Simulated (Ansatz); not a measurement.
## How Pt(111) screens a field

Wanted: the response of a Pt(111) slab to a perpendicular field.

Program: Ansatz 0.2.0. Level of theory: plane-wave DFT, PBE, Ansatz PAW. Values are calculated unless marked as measured.

Report form: inputs, costs, results and the conclusion, without the logs.

## 1. Starting point

The cell holds 5 atoms: 5 Pt. Cell: a = 2.772 Å, b = 2.772 Å, c = 27.053 Å, α = 90.0°, β = 90.0°, γ = 60.0°. Vacuum lies along c.

## 2. Single point, field 0

A sawtooth potential applies the field, turning back in the middle of the vacuum. With the dipole correction the typed value is the field outside the slab. The induced dipole is small, so the SCF threshold is tight.

The input, input.yaml:

```yaml
crystal:
  lattice:
    - [2.7718585823, 0.0, 0.0]
    - [1.3859292911, 2.4004999479, 0.0]
    - [0.0, 0.0, 27.0528522209]
  atoms:
    - { symbol: Pt, position: [0.6666666667, 0.6666666667, 0.3326821115] }
    - { symbol: Pt, position: [0.0, 0.0, 0.4163410558] }
    - { symbol: Pt, position: [0.3333333333, 0.3333333333, 0.5] }
    - { symbol: Pt, position: [0.6666666667, 0.6666666667, 0.5836589442] }
    - { symbol: Pt, position: [0.0, 0.0, 0.6673178885] }
kpoints:
  mp_grid: { grid: [24, 24, 1] }
hamiltonian:
  xc: pbe
scf:
  occupations: { method: fermi_dirac, width: 0.1 }
  convergence: { dr2_threshold: 1.0e-10 }
efield:
  axis: 3
  dipole_correction: true
  ramp_position: 0.97
  ramp_width: 0.06
  amplitude: 0
output:
  forces: true
  write_potential: true
  write_density: true
  volumetric_format: npy
```

Started as:

```sh
> ansatz run input.yaml --threads 4 --pin off --max-ram 6144MiB --backend cpu --events-out ev --progress --plain --runs-dir out
```

Wall time 38 s (4 threads of Arm Neoverse N1, shared host); peak memory 0.74 GiB; 2.4 min of CPU time.

This step gave:

- energy at zero smearing: -62613.8175 eV
- work function, upper face: 5.660 eV
- dipole along the normal: -4.23e-7 e·Å

Running mean over 2.263 Å of the planar mean; the ramp of the sawtooth is left out. Table of electron's electrostatic potential energy less the Fermi level by z:

```csv
z (Å),electron's electrostatic potential energy less the Fermi level (eV)
4,5.66
5,5.66
6,5.60
7,4.58
8,-4.99
9,-11.6
10,-12.1
11,-12.2
12,-12.3
13,-12.3
14,-12.3
15,-12.3
16,-12.2
17,-12.1
18,-11.7
19,-5.65
20,4.41
21,5.59
22,5.66
23,5.66
```

Force by atom:

```csv
atom,x (eV/Å),y (eV/Å),z (eV/Å),size
Pt1,0.000,0.000,-0.542,0.542
Pt2,0.000,0.000,0.225,0.225
Pt3,0.000,0.000,0.000,0.000
Pt4,0.000,0.000,-0.225,0.225
Pt5,0.000,0.000,0.542,0.542
```

The work function of the upper face is 5.66 eV.

## 3. Single point, field 0.05 V/Å

input.yaml, as its differences from that of step 2:

```diff
@@ -23,3 +23,3 @@
   ramp_width: 0.06
-  amplitude: 0
+  amplitude: 0.05
 output:
```

Run time: 42 s. Hardware: 4 threads; peak memory 0.73 GiB; 2.7 min of CPU time.

The dipole is 0.0224 e·Å.

## 4. Atoms held, field -0.05 V/Å

input.yaml, as its differences from that of step 3:

```diff
@@ -23,3 +23,3 @@
   ramp_width: 0.06
-  amplitude: 0.05
+  amplitude: -0.05
 output:
```

It took 42 s on 4 threads; peak memory 0.73 GiB; 2.7 min of CPU time.

The dipole is -0.0224 e·Å.

## 5. Single point, field 0.1 V/Å

input.yaml, as its differences from that of step 4:

```diff
@@ -23,3 +23,3 @@
   ramp_width: 0.06
-  amplitude: -0.05
+  amplitude: 0.1
 output:
```

Elapsed: 41 s, on 4 threads; peak memory 0.73 GiB; 2.7 min of CPU time.

The dipole is 0.0447 e·Å.

## 6. Single point, field -0.1 V/Å

input.yaml, as its differences from that of step 5:

```diff
@@ -23,3 +23,3 @@
   ramp_width: 0.06
-  amplitude: 0.1
+  amplitude: -0.1
 output:
```

Elapsed: 42 s, on 4 threads; peak memory 0.73 GiB.

The dipole is -0.0447 e·Å.

## 7. Single point, field 0.2 V/Å

input.yaml, as its differences from that of step 6:

```diff
@@ -23,3 +23,3 @@
   ramp_width: 0.06
-  amplitude: -0.1
+  amplitude: 0.2
 output:
```

It took 42 s on 4 threads; peak memory 0.73 GiB; 2.7 min of CPU time.

The dipole is 0.0894 e·Å.

## 8. Single point, field -0.2 V/Å

input.yaml, as its differences from that of step 7:

```diff
@@ -23,3 +23,3 @@
   ramp_width: 0.06
-  amplitude: 0.2
+  amplitude: -0.2
 output:
```

The job ended after 43 s (4 threads; peak memory 0.73 GiB; 2.8 min of CPU time).

The dipole is -0.0894 e·Å.

## 9. Atoms held, field 0.4 V/Å

input.yaml, as its differences from that of step 8:

```diff
@@ -23,3 +23,3 @@
   ramp_width: 0.06
-  amplitude: -0.2
+  amplitude: 0.4
 output:
@@ -29 +29,2 @@
   volumetric_format: npy
+  elf: true
```

Elapsed: 51 s, on 4 threads; peak memory 0.73 GiB.

Running mean over 2.263 Å of the planar mean, with the applied field; the ramp of the sawtooth is left out. Electron's electrostatic potential energy less the Fermi level against z:

z (Å), electron's electrostatic potential energy less the Fermi level (eV) and a bar from the least value:
```
        4        4.3 ##########################
        5        4.7 ##########################
        6        5.0 ###########################
        7        4.3 ##########################
        8       -5.0 ###########
        9      -11.6 #
       10      -12.1 
       11      -12.2 
       12      -12.3 
       13      -12.3 
       14      -12.3 
       15      -12.3 
       16      -12.2 
       17      -12.1 
       18      -11.7 #
       19       -5.6 ##########
       20        4.6 ##########################
       21        6.2 #############################
       22        6.6 #############################
       23        7.0 ##############################
```

The dipole is 0.179 e·Å.

## 10. The response

This step: plane-wave DFT, PBE, Ansatz PAW; screening of a field by a metal slab (Ansatz 0.2.0).

The dipoles give the slope, and the difference of two potentials shows where the field is screened.

This step gave:

* equivalent conductor thickness p/(ε₀AE): 12.16 Å
* distance between the outer atoms: 9.053 Å
* inner field over outer field: -7.73e-4
* image plane, upper face: 1.552 Å
* induced electrons on the upper face over ε₀E: -1.000
* image plane, lower face: 1.552 Å
* induced electrons on the lower face over ε₀E: 0.9997

Table of dipole of the cell by applied field:

```csv
applied field (V/Å),dipole of the cell (e·Å)
-0.200,-0.0894
-0.100,-0.0447
-0.050,-0.0224
0.000,-4.2e-7
0.050,0.0224
0.100,0.0447
0.200,0.0894
0.400,0.179
```

Local field over the applied field, running mean. From the potentials at -0.05 and 0.05 V/Å; running mean over 2.263 Å. The local field over applied field by z:

z (Å), local field over applied field and a bar from the least value:
```
      4.5      0.997 ##############################
      5.0      0.992 ##############################
      5.5      0.978 #############################
      6.0      0.942 ############################
      6.5      0.859 ##########################
      7.0      0.701 #####################
      7.5      0.489 ###############
      8.0      0.289 #########
      8.5      0.120 ####
      9.0      0.019 #
      9.5     -0.002 
     10.0      0.002 
     10.5      0.005 
     11.0      0.005 
     11.5      0.002 
     12.0     -0.001 
     12.5     -0.001 
     13.0     -0.001 
     13.5     -0.001 
     14.0     -0.001 
     14.5     -0.001 
     15.0     -0.001 
     15.5      0.001 
     16.0      0.005 
     16.5      0.005 
     17.0      0.002 
     17.5     -0.001 
     18.0      0.013 
     18.5      0.106 ###
     19.0      0.269 ########
     19.5      0.467 ##############
     20.0      0.680 ####################
     20.5      0.846 #########################
     21.0      0.937 ############################
     21.5      0.976 #############################
     22.0      0.991 ##############################
     22.5      0.997 ##############################
```

The induced electron density oscillates, so the rows of the table below give means over 0.5 Å (shorter at the two ends). Its distinct maxima (Å: e/Å³ per V/Å): 7.89: 0.00440, 9.02: 8.1e-4, 17.75: 6.0e-4, 18.46: 9.2e-4. Distinct minima: 8.59: -9.2e-4, 9.30: -6.0e-4, 18.04: -8.1e-4, 19.16: -0.00440.

Electrons, planar mean, per unit field. Table of induced electron density by z; means over each step:

```csv
z (Å),induced electron density (e/Å³ per V/Å)
4.5,1.4e-5
5.0,4.3e-5
5.5,1.2e-4
6.0,3.4e-4
6.5,8.4e-4
7.0,0.00197
7.5,0.00360
8.0,0.00385
8.5,2.6e-4
9.0,2.3e-4
9.5,-2.5e-4
10.0,-1.6e-4
10.5,9.7e-5
11.0,9.5e-5
11.5,9.4e-6
12.0,-1.5e-5
12.5,2.0e-6
13.0,-1.3e-5
13.5,1.1e-6
14.0,1.2e-5
14.5,-2.0e-6
15.0,1.8e-5
15.5,-2.2e-5
16.0,-5.8e-5
16.5,-1.4e-4
17.0,1.6e-4
17.5,2.2e-4
18.0,-2.0e-4
18.5,1.1e-5
19.0,-0.00366
19.5,-0.00377
20.0,-0.00212
20.5,-9.4e-4
21.0,-3.7e-4
21.5,-1.4e-4
22.0,-4.8e-5
22.5,-1.6e-5
```

By hand: between -0.05 and 0.05 V/Å the dipole changes by 0.04471 e·Å, a slope of 0.4471 e·Å²/V. A perfect conductor of thickness t has p = ε₀AEt, so t = 180.95 × 0.4471 / 6.654 = 12.16 Å (e/ε₀ = 180.95 V·Å, A in Å²). Less the 9.05 Å between the outer atoms, and halved, that puts each image plane 1.55 Å out.

The induced dipole is that of a conductor 12.16 Å thick.

## 11. A changed input

This step: plane-wave DFT, PBE, Ansatz PAW (Ansatz 0.2.0).

A run with a changed input: it repeats the earlier run at 0.05 V/Å with efield.dipole_correction from true to false.

input.yaml, as its differences from that of step 9:

```diff
@@ -20,6 +20,6 @@
   axis: 3
-  dipole_correction: true
+  dipole_correction: false
   ramp_position: 0.97
   ramp_width: 0.06
-  amplitude: 0.4
+  amplitude: 0.05
 output:
@@ -29,2 +29 @@
   volumetric_format: npy
-  elf: true
```

Wall time 44 s (4 threads); peak memory 0.74 GiB; 2.9 min of CPU time.

```csv
quantity,this run,earlier run,difference
dipole along the normal (e·Å),0.04061,0.02235,0.018
```

With the dipole correction off, the periodic images add a field of their own to the typed one.

It moves by +0.0183 e·Å.

These numbers are not those of the isolated slab.

## 12. A changed input: scf.n_extra_bands = 32

Another changed input: it repeats the earlier run at 0.05 V/Å with scf.n_extra_bands to 32.

input.yaml, as its differences from that of step 11:

```diff
@@ -18,5 +18,6 @@
   convergence: { dr2_threshold: 1.0e-10 }
+  n_extra_bands: 32
 efield:
   axis: 3
-  dipole_correction: false
+  dipole_correction: true
   ramp_position: 0.97
```

Elapsed: 57 s, on 4 threads; peak memory 0.95 GiB.

Numbers from this step:

- energy at zero smearing: -62613.8180 eV
- dipole along the normal: 0.02235 e·Å

Force by atom:

```csv
atom,x (eV/Å),y (eV/Å),z (eV/Å),size
Pt1,0.000,0.000,-0.543,0.543
Pt2,0.000,0.000,0.225,0.225
Pt3,0.000,0.000,0.001,0.001
Pt4,0.000,0.000,-0.224,0.224
Pt5,0.000,0.000,0.542,0.542
```

```csv
quantity,this run,earlier run,difference
dipole along the normal (e·Å),0.02235,0.02235,-1.7e-7
```

The dipole moves by under 0.5 % or 5e-5 e·Å.

## 13. Outcome

```
work function                                : 5.66 eV
image plane, upper face                      : 1.55 Å
induced electrons on the upper face over ε₀E : -1.00
equivalent conductor thickness p/(ε₀AE)      : 12.2 Å
inner field over outer field                 : -7.7e-4
```

What this shows: The induced charge has its centre 1.55 Å outside the outermost atoms; this is the plane from which a capacitor's gap or an image potential counts. The equivalent conductor thickness exceeds the distance between the outer atoms by 3.11 Å, about the sum of the two image-plane distances. In the middle of the slab the field is screened to under 0.5 % of its outer value. The atoms are held at bulk positions with the tabulated experimental lattice constant.

[Long decimals in the printed logs are rounded to 6 places.]

[Logs are printed without paths, hosts, clocks, repeated set-up lines and the standing remarks that a program may print on its own settings, such as how far it seeks lower states.]

[Hosts, paths, dates, database ids (printed as entryN), source tags and the programs' standing remarks are cut or masked in the printed files.]

[Maps of the electrostatic potential energy from Ansatz leave out the sawtooth potential of an applied field or a dipole correction, so their vacuum need not be flat; planar profiles and work functions include it.]
